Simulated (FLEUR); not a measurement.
# Collinear magnetic orders of MnO (Manganosite) with FLEUR, part 2 of 3

Aim: find out whether MnO (Manganosite) carries moments, and which collinear order costs least.

FLEUR MaX-R8.1; PBE with U = 4 eV on Mn d; all-electron FLAPW, Dirac cores, scalar-relativistic bands.

So far, largest spin moment in the muffin-tin sphere (μB): step 2 (start 1: ferro +) 4.73.

**3. Order 2, typed as antiferro q=(0,1/2,1/2) +-**

Another pattern of signs weighs the neighbour shells otherwise.

This order needs a doubled cell of 4 atoms. The mesh is halved along the doubled vector, so that both cells sample the same points. The k list default-1 (kpts.xml, not shown) is a Γ-centred 6×3×6 mesh.

File inp.xml:

```
<?xml version="1.0" encoding="UTF-8" standalone="no"?>
<fleurInput fleurInputVersion="0.39">
   <comment>
      MnO
   </comment>
   <calculationSetup>
      <cutoffs Kmax="4.05" Gmax="10.1" GmaxXC="10.1" numbands="0"/>
      <scfLoop itmax="130" minDistance="0.0001" maxIterBroyd="15" imix="Anderson" alpha="0.05" precondParam="0.0" spinf="2.0" sdNocoIR="T"/>
      <coreElectrons ctail="T" frcor="F" kcrel="0" coretail_lmax="0"/>
      <xcFunctional name="pbe" relativisticCorrections="F"/>
      <magnetism jspins="2"/>
      <soc l_soc="F" theta="0.0" phi="0.0" spav="F"/>
      <expertModes spex="0" secvar="F"/>
      <geometryOptimization l_f="F" forcealpha="1.0" forcemix="BFGS" epsdisp="0.00001" epsforce="0.00001"/>
      <ldaU l_linMix="F" mixParam="0.05" spinf="1.0"/>
   </calculationSetup>
   <cell>
      <bzIntegration valenceElectrons="42.0" mode="hist" fermiSmearingEnergy="0.0055124">
         <kPointListSelection listName="default-1"/>
         <xi:include xmlns:xi="http://www.w3.org/2001/XInclude" href="kpts.xml"> </xi:include>
      </bzIntegration>
      <xi:include xmlns:xi="http://www.w3.org/2001/XInclude" href="sym.xml"> </xi:include>
      <bulkLattice scale="1.0">
         <bravaisMatrix>
            <row-1>    0.0000000000000000     4.2008611749857998     4.2008611749857998</row-1>
            <row-2>    8.4017223499715996     0.0000000000000000     8.4017223499715996</row-2>
            <row-3>    8.4017223499715996     4.2008611749857998     4.2008611749857998</row-3>
         </bravaisMatrix>
      </bulkLattice>
   </cell>
   <atomSpecies>
      <species name="Manganese 4.500" element="Mn" atomicNumber="25">
         <mtSphere radius="2.62" gridPoints="867" logIncrement="0.014"/>
         <atomicCutoffs lmax="10" lnonsphr="8"/>
         <electronConfig flipSpins="F">
            <coreConfig>(1s1/2) (2s1/2) (2p1/2) (2p3/2)</coreConfig>
            <valenceConfig>(3s1/2) (3p1/2) (3p3/2) (4s1/2) (3d3/2) (3d5/2)</valenceConfig>
            <stateOccupation state="(3d3/2)" spinUp="1.75" spinDown="0.25"/>
            <stateOccupation state="(3d5/2)" spinUp="3.0" spinDown="0.0"/>
         </electronConfig>
         <energyParameters s="4" p="4" d="3" f="4"/>
         <ldaU l="2" U="4.0" J="0.0" l_amf="F"/>
         <lo type="SCLO" l="0" n="3" eDeriv="0"/>
         <lo type="SCLO" l="1" n="3" eDeriv="0"/>
      </species>
      <species name="Manganese -4.500" element="Mn" atomicNumber="25">
         <mtSphere radius="2.62" gridPoints="867" logIncrement="0.014"/>
         <atomicCutoffs lmax="10" lnonsphr="8"/>
         <electronConfig flipSpins="F">
            <coreConfig>(1s1/2) (2s1/2) (2p1/2) (2p3/2)</coreConfig>
            <valenceConfig>(3s1/2) (3p1/2) (3p3/2) (4s1/2) (3d3/2) (3d5/2)</valenceConfig>
            <stateOccupation state="(3d3/2)" spinUp="0.25" spinDown="1.75"/>
            <stateOccupation state="(3d5/2)" spinUp="0.0" spinDown="3.0"/>
         </electronConfig>
         <energyParameters s="4" p="4" d="3" f="4"/>
         <ldaU l="2" U="4.0" J="0.0" l_amf="F"/>
         <lo type="SCLO" l="0" n="3" eDeriv="0"/>
         <lo type="SCLO" l="1" n="3" eDeriv="0"/>
      </species>
      <species name="Oxygen (O)" element="O" atomicNumber="8">
         <mtSphere radius="1.48" gridPoints="489" logIncrement="0.022"/>
         <atomicCutoffs lmax="6" lnonsphr="4"/>
         <electronConfig flipSpins="F">
            <coreConfig>(1s1/2)</coreConfig>
            <valenceConfig>(2s1/2) (2p1/2) (2p3/2)</valenceConfig>
            <stateOccupation state="(2p1/2)" spinUp="0.666667" spinDown="0.666667"/>
            <stateOccupation state="(2p3/2)" spinUp="1.333333" spinDown="1.333333"/>
         </electronConfig>
         <energyParameters s="2" p="2" d="3" f="4"/>
      </species>
   </atomSpecies>
   <atomGroups>
      <atomGroup species="Manganese 4.500">
         <relPos label="                   1">.0000000000 .0000000000 .0000000000</relPos>
         <force calculate="T" relaxXYZ="TTT"/>
      </atomGroup>
      <atomGroup species="Manganese -4.500">
         <relPos label="                   2">.0000000000 1.000/2.000 .0000000000</relPos>
         <force calculate="T" relaxXYZ="TTT"/>
      </atomGroup>
      <atomGroup species="Oxygen (O)">
         <relPos label="                   3">1.000/2.000 .0000000000 1.000/2.000</relPos>
         <force calculate="T" relaxXYZ="TTT"/>
      </atomGroup>
      <atomGroup species="Oxygen (O)">
         <relPos label="                   4">1.000/2.000 1.000/2.000 1.000/2.000</relPos>
         <force calculate="T" relaxXYZ="TTT"/>
      </atomGroup>
   </atomGroups>
   <output dos="F" band="F" slice="F">
      <bandDOS minEnergy="-.5*Htr" maxEnergy="0.5*Htr" sigma="0.015" storeEVData="T"/>
      <plotting iplot="0" polar="F">
         <plot TwoD="T" vec1="  1.0  0.0  0.0" vec2="  0.0  1.0  0.0" vec3="  0.0  0.0  1.0" zero="  0.0  0.0  0.0" file="plot"/>
      </plotting>
      <moessbauerParams electricFieldGradient="F" isomerShift="F" coreHyperfine="F" valenceHyperfine="F"/>
   </output>
</fleurInput>
```

File crystal.txt:

```
MnO
&input film=F cartesian=F /
0.00000000000  2.22300000000  2.22300000000
4.44600000000  0.00000000000  4.44600000000
4.44600000000  2.22300000000  2.22300000000
1.8897261246
1.0 1.0 1.0

4
25 0.00000000000  0.00000000000  0.00000000000 : 4.500
25 0.00000000000  0.50000000000  0.00000000000 : -4.500
8 0.50000000000  0.00000000000  0.50000000000
8 0.50000000000  0.50000000000  0.50000000000

&kpt div1=6 div2=3 div3=6 gamma=T /
```

Started as:

```bash
OMP_NUM_THREADS=1 inpgen -f crystal.txt > inpgen.log  # inp.xml is then edited as shown
OMP_NUM_THREADS=1 mpirun -n 4 fleur_MPI > fleur.log
```

The log of the run:

```text
[banner, memory and clock lines left out]
Welcome to FLEUR        (www.flapw.de)
      MaX-Release 8.1          (www.max-centre.eu)

 ========== k-point set info ==========
 Selected k-point list: default-1
 k-point list type: mesh
 0 x 0 x 0
 Number of k points: 36

 ------------Calculation Setup---------------------------
 Number of PE/node        :            4
 Number of OMP-threads    :            1
 k-points in parallel     :            4
 pe's per k-point         :            1
 No of k-point loops      :            9
 Eigenvalue solver        :       lapack
 Number of basis functions:          372
 Approximate size of matrices (H+S) per k-point:         0.002 GB
 no density matrix found ... skipping LDA+U
 Reset of history
 Iteration:     1   Distance:      21.44330130 me/bohr^3
 Iteration:     2   Distance:      18.99903887 me/bohr^3
 Iteration:     3   Distance:      16.31752498 me/bohr^3
 Iteration:     4   Distance:       8.26167422 me/bohr^3
 Iteration:     5   Distance:       6.26565551 me/bohr^3
 Iteration:     6   Distance:       2.74476375 me/bohr^3
 Iteration:     7   Distance:       1.15453044 me/bohr^3
 Iteration:     8   Distance:       0.42834942 me/bohr^3
 Iteration:     9   Distance:       0.27567578 me/bohr^3
 Iteration:    10   Distance:       0.05684112 me/bohr^3
 Iteration:    11   Distance:       0.02727048 me/bohr^3
 Iteration:    12   Distance:       0.01565869 me/bohr^3
 Iteration:    13   Distance:       0.00543292 me/bohr^3
 Iteration:    14   Distance:       0.00444468 me/bohr^3
 Iteration:    15   Distance:       0.00022162 me/bohr^3
 Iteration:    16   Distance:       0.00011618 me/bohr^3
 Iteration:    17   Distance:       0.00010881 me/bohr^3
 Iteration:    18   Distance:       0.00003587 me/bohr^3

 ********************************************************************
 Run finished successfully
 Stop message:
   all done
 ********************************************************************

--- out.xml (last complete iteration) ---
<iteration numberForCurrentRun="   18" overallNumber="   18">
         [... left out ...]
         <bandgap value="0.8819021287" units="eV"/>
         <sumValenceSingleParticleEnergies value="-26.1523787337" units="Htr"/>
         <FermiEnergy value="0.3125126371" units="Htr"/>
         <valenceDensity>
            <mtCharges spin="1">
               <mtCharge atomType="1" total="9.4201058" s="1.1867074" p="3.2338171" d="4.9244347" f="0.0523587"/>
               <mtCharge atomType="2" total="4.7136179" s="1.1431150" p="3.1933298" d="0.2994400" f="0.0536622"/>
               <mtCharge atomType="3" total="2.3580577" s="0.7322640" p="1.6234763" d="0.0020209" f="0.0002413"/>
               <mtCharge atomType="4" total="2.4073631" s="0.7397509" p="1.6636537" d="0.0034413" f="0.0004305"/>
            </mtCharges>
            <mtCharges spin="2">
               <mtCharge atomType="1" total="4.7136179" s="1.1431150" p="3.1933298" d="0.2994400" f="0.0536622"/>
               <mtCharge atomType="2" total="9.4201058" s="1.1867074" p="3.2338171" d="4.9244347" f="0.0523587"/>
               <mtCharge atomType="3" total="2.4073631" s="0.7397509" p="1.6636537" d="0.0034413" f="0.0004305"/>
               <mtCharge atomType="4" total="2.3580577" s="0.7322640" p="1.6234763" d="0.0020209" f="0.0002413"/>
            </mtCharges>
            <spinDependentCharge spin="1" total="21.0000000" interstitial="2.1008556" mtSpheres="18.8991444"/>
            <spinDependentCharge spin="2" total="21.0000000" interstitial="2.1008556" mtSpheres="18.8991444"/>
            <totalCharge value="42.0000000000"/>
         </valenceDensity>
         [... left out ...]
         <magneticMomentsInMTSpheres units="muBohr">
            <globalMagMoment atomType="1" vec="0.00000   0.00000   4.70649"/>
            <localMagMoment atomType="1" vec="0.00000   0.00000   4.70649"/>
            <globalMagMoment atomType="2" vec="0.00000   0.00000  -4.70649"/>
            <localMagMoment atomType="2" vec="0.00000   0.00000  -4.70649"/>
            <globalMagMoment atomType="3" vec="0.00000   0.00000  -0.04931"/>
            <localMagMoment atomType="3" vec="0.00000   0.00000  -0.04931"/>
            <globalMagMoment atomType="4" vec="0.00000   0.00000   0.04931"/>
            <localMagMoment atomType="4" vec="0.00000   0.00000   0.04931"/>
         </magneticMomentsInMTSpheres>
         [... left out ...]
         <totalEnergy value="    -2467.7776971027" units="Htr">
            <sumOfEigenvalues value="    -1420.0564110436">
               <coreElectrons value="-1393.9040323099"/>
               <valenceElectrons value="-26.1523787337"/>
            </sumOfEigenvalues>
            <densityCoulombPotentialIntegral value="-3758.1802024043"/>
            <densityEffectivePotentialIntegral value="-3916.2864431462"/>
            <chargeDenXCDenIntegral value="-121.9955978993"/>
            <FockExchangeEnergyValence value="0.0000000000"/>
            <FockExchangeEnergyCore value="0.0000000000"/>
         [... left out ...]
            <dftUCorrection value="-0.7171195210"/>
            <tkbTimesEntropy value="0.0001393558"/>
            <freeEnergy value="-2467.7778364586"/>
            <extrapolationTo0K value="-2467.7777667806"/>
         </totalEnergy>
         [... left out ...]
         <ldaUDensityMatrixConvergence>
            <distance spin="1" distance="0.000001"/>
            <distance spin="2" distance="0.000001"/>
         </ldaUDensityMatrixConvergence>
         <densityConvergence units="me/bohr^3">
            <chargeDensity spin="1" distance="0.0000214949"/>
            <chargeDensity spin="2" distance="0.0000214949"/>
            <overallChargeDensity distance="0.0000358653"/>
            <spinDensity distance="0.0000237024"/>
         </densityConvergence>
      </iteration>
```

Elapsed: 25 s, on 4 MPI ranks of Intel Xeon 6975P-C (Granite Rapids), shared host; peak memory 0.43 GiB.

Spin moment in the muffin-tin sphere by atom:

```tsv
atom	spin moment in the muffin-tin sphere (μB)
Mn1	4.71
Mn2	-4.71
O3	-0.05
O4	0.05
```

Numbers from this step:

```
free energy                                                       : -67151.6559 eV
program's band gap on this mesh (in a metal only a level spacing) : 0.8819 eV
magnetization                                                     : 0 μB
final state                                                       : antiferromagnetic
```

It lies 51.9 meV a seeded atom under the first start, and its largest moment is 4.71 μB against 4.73 μB.

**4. Order 3, typed as antiferro q=(0,0,1/2) +-**

An opposed order shows whether neighbours prefer unlike signs.

The cell is doubled to 4 atoms to hold this order. The mesh is halved along the doubled vector, so that both cells sample the same points. The k list default-1 (kpts.xml, not shown) is a Γ-centred 6×6×3 mesh.

Edit inp.xml of step 3 so:

```diff
@@ -25,4 +25,4 @@
             <row-1>    0.0000000000000000     4.2008611749857998     4.2008611749857998</row-1>
-            <row-2>    8.4017223499715996     0.0000000000000000     8.4017223499715996</row-2>
-            <row-3>    8.4017223499715996     4.2008611749857998     4.2008611749857998</row-3>
+            <row-2>    4.2008611749857998     0.0000000000000000     4.2008611749857998</row-2>
+            <row-3>    8.4017223499715996     8.4017223499715996     0.0000000000000000</row-3>
          </bravaisMatrix>
@@ -77,3 +77,3 @@
       <atomGroup species="Manganese -4.500">
-         <relPos label="                   2">.0000000000 1.000/2.000 .0000000000</relPos>
+         <relPos label="                   2">.0000000000 .0000000000 1.000/2.000</relPos>
          <force calculate="T" relaxXYZ="TTT"/>
@@ -81,7 +81,4 @@
       <atomGroup species="Oxygen (O)">
-         <relPos label="                   3">1.000/2.000 .0000000000 1.000/2.000</relPos>
-         <force calculate="T" relaxXYZ="TTT"/>
-      </atomGroup>
-      <atomGroup species="Oxygen (O)">
-         <relPos label="                   4">1.000/2.000 1.000/2.000 1.000/2.000</relPos>
+         <relPos label="                   3">1.000/2.000 1.000/2.000 1.000/4.000</relPos>
+         <relPos label="                   4">1.000/2.000 1.000/2.000 -1.000/4.000</relPos>
          <force calculate="T" relaxXYZ="TTT"/>
```

File crystal.txt:

```
MnO
&input film=F cartesian=F /
0.00000000000  2.22300000000  2.22300000000
2.22300000000  0.00000000000  2.22300000000
4.44600000000  4.44600000000  0.00000000000
1.8897261246
1.0 1.0 1.0

4
25 0.00000000000  0.00000000000  0.00000000000 : 4.500
25 0.00000000000  0.00000000000  0.50000000000 : -4.500
8 0.50000000000  0.50000000000  0.25000000000
8 0.50000000000  0.50000000000  0.75000000000

&kpt div1=6 div2=6 div3=3 gamma=T /
```

The log of the run:

```text
[banner, memory and clock lines left out]
Welcome to FLEUR        (www.flapw.de)
      MaX-Release 8.1          (www.max-centre.eu)

 ========== k-point set info ==========
 Selected k-point list: default-1
 k-point list type: mesh
 0 x 0 x 0
 Number of k points: 36

 [... set-up left out ...]
 no density matrix found ... skipping LDA+U
 Reset of history
 Iteration:     1   Distance:      21.19386920 me/bohr^3
 Iteration:     2   Distance:      18.93405163 me/bohr^3
 Iteration:     3   Distance:      16.26548388 me/bohr^3
 Iteration:     4   Distance:       8.31961359 me/bohr^3
[...]
[... left out ...]
            <freeEnergy value="-2467.7790914356"/>
            <extrapolationTo0K value="-2467.7790863763"/>
         </totalEnergy>
         [... left out ...]
         <ldaUDensityMatrixConvergence>
            <distance spin="1" distance="0.000002"/>
            <distance spin="2" distance="0.000002"/>
         </ldaUDensityMatrixConvergence>
         <densityConvergence units="me/bohr^3">
            <chargeDensity spin="1" distance="0.0000583924"/>
            <chargeDensity spin="2" distance="0.0000583924"/>
            <overallChargeDensity distance="0.0000928618"/>
            <spinDensity distance="0.0000708194"/>
         </densityConvergence>
      </iteration>
```

Elapsed: 21 s, on 4 MPI ranks; peak memory 0.38 GiB; 80 s of CPU time.

Spin moment in the muffin-tin sphere by atom:

```tsv
atom	spin moment in the muffin-tin sphere (μB)
Mn1	4.65
Mn2	-4.65
O3	0.00
O4	0.00
```

Numbers from this step:

* free energy: -67151.6900 eV
* program's band gap on this mesh (in a metal only a level spacing): 2.003 eV
* magnetization: 0 μB
* final state: antiferromagnetic

It lies 69.0 meV a seeded atom under the first start, and its largest moment is 4.65 μB against 4.73 μB.

(Continued in part 3 of 3.)

[Logs and program files are shortened in this print: banners, set-up blocks, solver, clock and traceback lines can be left out without a mark of their own.]

[Logs are printed without paths, hosts, clocks, repeated set-up lines and the standing remarks that a program may print on its own settings, such as how far it seeks lower states.]

[Hosts, paths, dates, database ids (printed as entryN), source tags and the programs' standing remarks are cut or masked in the printed files.]

[Where a cell is said to come from a database of computed structures, the database is the Materials Project.]
